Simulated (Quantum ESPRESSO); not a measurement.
# Commensurate spirals of MnS (Browneite), part 2 of 2

This program has no spiral boundary conditions, so spirals of MnS (Browneite) are built in supercells. What do they cost, in energy and in time?

Quantum ESPRESSO 7.5; LDA; plane waves with GBRV 1.5 LDA potentials, no spin-orbit coupling, flat spiral in a supercell.

So far: Starting point; Parallel moments, one cell; One turn in 2 cells along the input cell's b; One turn in 3 cells along the input cell's b.

## (5) One turn in 4 cells along the input cell's b

Neighbouring cells are turned by 90° in the xy plane; the cell holds 8 atoms.

Contents of pw.in:

```
&CONTROL
  calculation = 'scf'
  prefix = 'pwscf'
  outdir = './tmp'
  pseudo_dir = './pseudo'
  disk_io = 'nowf'
/
&SYSTEM
  ibrav = 0
  celldm(1) = 8
  nat = 8
  ntyp = 8
  ecutwfc = 40
  ecutrho = 280
  nbnd = 110
  occupations = 'smearing'
  smearing = 'fd'
  degauss = 0.00734986
  noncolin = .true.
  starting_magnetization(1) = 0.3
  angle1(1) = 90
  angle2(1) = 0
  starting_magnetization(2) = 0.3
  angle1(2) = 90
  angle2(2) = 90
  starting_magnetization(3) = 0.3
  angle1(3) = 90
  angle2(3) = 180
  starting_magnetization(4) = 0.3
  angle1(4) = 90
  angle2(4) = -90
  starting_magnetization(5) = 0
  starting_magnetization(6) = 0
  starting_magnetization(7) = 0
  starting_magnetization(8) = 0
/
&ELECTRONS
  conv_thr = 1.6d-08
  electron_maxstep = 150
  mixing_beta = 0.3
/
ATOMIC_SPECIES
Mn1    54.9380 mn_lda_v1.5.uspp.F.UPF
Mn2    54.9380 mn_lda_v1.5.uspp.F.UPF
Mn3    54.9380 mn_lda_v1.5.uspp.F.UPF
Mn4    54.9380 mn_lda_v1.5.uspp.F.UPF
S1     32.0600 s_lda_v1.4.uspp.F.UPF
S2     32.0600 s_lda_v1.4.uspp.F.UPF
S3     32.0600 s_lda_v1.4.uspp.F.UPF
S4     32.0600 s_lda_v1.4.uspp.F.UPF
CELL_PARAMETERS alat
   0.0000000000000    0.6614041436190    0.6614041436190
   2.6456165744761    0.0000000000000    2.6456165744761
   0.6614041436190    0.6614041436190    0.0000000000000
ATOMIC_POSITIONS crystal
Mn1     0.0000000000    0.0000000000    0.0000000000
Mn2     0.0000000000    0.2500000000    0.0000000000
Mn3     0.0000000000    0.5000000000    0.0000000000
Mn4     0.0000000000    0.7500000000    0.0000000000
S1      0.2500000000    0.0625000000    0.2500000000
S2      0.2500000000    0.3125000000    0.2500000000
S3      0.2500000000    0.5625000000    0.2500000000
S4      0.2500000000    0.8125000000    0.2500000000
K_POINTS automatic
6 3 6 0 0 0
```

The run is started by

```bash
$ OMP_NUM_THREADS=1 mpirun -n 4 pw.x -nk 4 -in pw.in > pw.out
```

Output:

```text
     [... lines left out ...]
Program PWSCF v.7.5 starts
     [... lines left out ...]
     number of atoms/cell      =            8
     [... lines left out ...]
     number of electrons       =        84.00
     number of Kohn-Sham states=          110
     kinetic-energy cutoff     =      40.0000  Ry
     charge density cutoff     =     280.0000  Ry
     scf convergence threshold =      1.6E-08
     [... lines left out ...]
     Noncollinear calculation without spin-orbit
     [... lines left out ...]
     No symmetry found
     [... lines left out ...]
     number of k points=   108  Fermi-Dirac smearing, width (Ry)=  0.0073
     [... lines left out ...]
     iteration # 15     ecut=    40.00 Ry     beta= 0.30
     [... lines left out ...]
     atom number    1 relative position :    0.0000   0.0000   0.0000
     [... lines left out ...]
     magnetization :          3.985359    0.000119    0.000019
     [... lines left out ...]
     atom number    2 relative position :    0.6614   0.0000   0.6614
[...]
magnetization :         -0.000256    3.985350   -0.000021
[...]
atom number    3 relative position :    1.3228   0.0000   1.3228
[...]
magnetization :         -3.985354   -0.000197    0.000026
[...]
atom number    4 relative position :    1.9842   0.0000   1.9842
[...]
magnetization :          0.000279   -3.985360   -0.000037
     [... lines left out ...]
     atom number    5 relative position :    0.3307   0.3307   0.3307
     [... lines left out ...]
     magnetization :          0.090192    0.028181    0.000000
     [... lines left out ...]
     atom number    6 relative position :    0.9921   0.3307   0.9921
     [... lines left out ...]
     magnetization :         -0.028183    0.090198   -0.000000
     [... lines left out ...]
     atom number    7 relative position :    1.6535   0.3307   1.6535
     [... lines left out ...]
     magnetization :         -0.090198   -0.028180    0.000000
     [... lines left out ...]
     atom number    8 relative position :    2.3149   0.3307   2.3149
     [... lines left out ...]
     magnetization :          0.028183   -0.090194   -0.000001
     [... lines left out ...]
     the Fermi energy is     6.9641 ev
!    total energy              =    -941.23283688 Ry
     estimated scf accuracy    <       0.00000002 Ry
     smearing contrib. (-TS)   =      -0.00615929 Ry
     [... lines left out ...]
     total magnetization       =     0.00    -0.00    -0.00 Bohr mag/cell
     absolute magnetization    =    18.55 Bohr mag/cell
     convergence has been achieved in  15 iterations
```

Wall time 23 min (4 MPI ranks of Arm Neoverse V1, shared host); peak memory 3 GiB.

Read from the output:

```yaml
smearing_term_ts: 0.08380 eV
magnetization: 0, 0, 0 μB
absolute_magnetization: 18.55 μB
final_state: non-collinear
largest_moment: 3.985 μB
```

## (6) What a mistake does

One input was spoiled on purpose, to see how the program answers.

Contents of pw.in:

```
&CONTROL
  calculation = 'scf'
  prefix = 'pwscf'
  outdir = './tmp'
  pseudo_dir = './pseudo'
  disk_io = 'nowf'
/
&SYSTEM
  ibrav = 0
  nat = 2
  ntyp = 2
  ecutwfc = 40
  ecutrho = 280
  nbnd = 21
  occupations = 'smearing'
  smearing = 'fd'
  degauss = 0.00734986
  nspin = 2
  starting_magnetization(1) = 0.3
  starting_magnetization(2) = 0
  tot_charge = -4
/
&ELECTRONS
  conv_thr = 4d-09
  electron_maxstep = 75
  mixing_beta = 0.3
/
ATOMIC_SPECIES
Mn     54.9380 mn_lda_v1.5.uspp.F.UPF
S      32.0600 s_lda_v1.4.uspp.F.UPF
CELL_PARAMETERS angstrom
   0.0000000000    2.8000000000    2.8000000000
   2.8000000000    0.0000000000    2.8000000000
   2.8000000000    2.8000000000    0.0000000000
ATOMIC_POSITIONS crystal
Mn      0.0000000000    0.0000000000    0.0000000000
S       0.2500000000    0.2500000000    0.2500000000
K_POINTS automatic
6 6 6 0 0 0
```

Output:

```text
[banner, memory and clock lines left out]
Program PWSCF v.7.5 starts

     Message from routine setup:
     using ibrav=0 with symmetry is DISCOURAGED, use correct ibrav instead

     bravais-lattice index     =            0
     lattice parameter (alat)  =       7.4829  a.u.
     unit-cell volume          =     296.2789 (a.u.)^3
     number of atoms/cell      =            2
     number of atomic types    =            2
     number of electrons       =        25.00
     number of Kohn-Sham states=           21
     kinetic-energy cutoff     =      40.0000  Ry
     charge density cutoff     =     280.0000  Ry
     scf convergence threshold =      4.0E-09
     mixing beta               =       0.3000
     number of iterations used =            8  plain     mixing
     Exchange-correlation=  SLA  PZ   NOGX NOGC
                           (   1   1   0   0   0   0   0)

     [... lines left out ...]
     PseudoPot. # 1 for Mn read from file:
     mn_lda_v1.5.uspp.F.UPF
     Pseudo is Ultrasoft + core correction, Zval = 15.0

     PseudoPot. # 2 for S  read from file:
     s_lda_v1.4.uspp.F.UPF
     Pseudo is Ultrasoft + core correction, Zval =  6.0

     atomic species   valence    mass     pseudopotential
     Mn               15.00    54.93800     Mn( 1.00)
     S                 6.00    32.06000     S ( 1.00)

     Starting magnetic structure
     atomic species   magnetization
     Mn              0.300
     S               0.000

     24 Sym. Ops. (no inversion) found

   Cartesian axes

     site n.     atom                  positions (alat units)
         1        Mn     tau(   1) = (   0.0000000   0.0000000   0.0000000  )
         2        S      tau(   2) = (   0.3535534   0.3535534   0.3535534  )

     number of k points=    16  Fermi-Dirac smearing, width (Ry)=  0.0073

     Dense  grid:    23409 G-vectors     FFT dimensions: (  40,  40,  40)

     Smooth grid:    10081 G-vectors     FFT dimensions: (  32,  32,  32)

     Check: negative core charge=   -0.000033
     Generating pointlists ...
     new r_m :   0.2526 (alat units)  1.8902 (a.u.) for type    1
     new r_m :   0.2526 (alat units)  1.8902 (a.u.) for type    2

     Initial potential from superposition of free atoms

     starting charge      20.4999, renormalised to      25.0000
     Starting wfcs are   17 randomized atomic wfcs +    4 random wfcs

     Self-consistent Calculation

     iteration #  1     ecut=    40.00 Ry     beta= 0.30
     Davidson diagonalization with overlap
     ethr =  1.00E-02,  avg # of iterations =  8.4

     total energy              =    -226.67910576 Ry
     estimated scf accuracy    <      42.24786564 Ry

     total magnetization       =     0.45 Bohr mag/cell
     absolute magnetization    =     0.49 Bohr mag/cell

     [... further iterations left out ...]

     iteration # 19     ecut=    40.00 Ry     beta= 0.30
     Davidson diagonalization with overlap
     ethr =  2.07E-11,  avg # of iterations =  2.5

     Magnetic moment per site  (integrated on atomic sphere of radius R)
     atom   1 (R=0.253)  charge= 13.8728  magn=  1.2111
     atom   2 (R=0.253)  charge=  4.6820  magn=  0.0239

     End of self-consistent calculation

     [... lines left out ...]
     the Fermi energy is     9.9267 ev

!    total energy              =    -232.75468895 Ry
     estimated scf accuracy    <          4.0E-10 Ry
     smearing contrib. (-TS)   =      -0.00839298 Ry
     internal energy E=F+TS    =    -232.74629597 Ry

     The total energy is F=E-TS. E is the sum of the following terms:
     one-electron contribution =    -156.46695235 Ry
     hartree contribution      =      88.34005035 Ry
     xc contribution           =     -37.90058965 Ry
     ewald contribution        =    -126.71880431 Ry

     total magnetization       =     1.32 Bohr mag/cell
     absolute magnetization    =     1.42 Bohr mag/cell

     convergence has been achieved in  19 iterations
```

Run time: 8.3 s. Hardware: 4 MPI ranks; peak memory 0.31 GiB; 33 s of CPU time.

The run converged, but its input is faulty, so its numbers are not to be trusted.

The fault in the input: a charge that the cell can't hold.

## (7) E(q)

Spirals:

```
q along the reciprocal vector  energy less that at q = 0 (meV a seeded atom)  largest site moment (μB)  typed angles kept  CPU time (s)
                            0                                              0                     4.007                yes         224.2
                         0.25                                         -110.1                     3.985                yes          5505
                       0.3333                                         -168.3                     3.958                yes          3055
                          0.5                                           -225                     3.927                yes         783.7
```

Energy less that at q = 0, self-consistent against path:

```
path (Å⁻¹)  energy less that at q = 0, self-consistent (meV a seeded atom)
     0.000                                                               0
     0.486                                                            -110
     0.648                                                            -168
     0.972                                                            -225
```

## (8) What came out

```
lowest point  : q = 0.5 along b*, -225 meV a seeded atom
highest point : q = 0, 0 meV a seeded atom
```

What this shows: The state at q = 0.5 lies 225 meV a seeded atom under the parallel one, with neighbouring cells opposed. The moment changes by 2.0 % between the spirals. The cell of 4 repeats took 25 times the CPU time of the single cell, though its mesh is shorter in proportion. Here b and b* are vectors of the cell in the input, which need not be the conventional cell, and only this direction was probed. The mesh is coarse, so differences of some ten meV can be noise in a metal. Energies are free energies at an electronic temperature of 1160 K, which lowers moments and differences where the moments are itinerant. No Hubbard term acts here. In such compounds local and semilocal functionals without one often delocalise the d electrons, and can shrink or lose moments and miss the size, sign and order of the couplings.

[Logs and program files are shortened in this print: banners, set-up blocks, solver, clock and traceback lines can be left out without a mark of their own.]

[Logs are printed without paths, hosts, clocks, repeated set-up lines and the standing remarks that a program may print on its own settings, such as how far it seeks lower states.]

[Hosts, paths, dates, database ids (printed as entryN), source tags and the programs' standing remarks are cut or masked in the printed files.]

[Where a cell is said to come from a database of computed structures, the database is the Materials Project.]
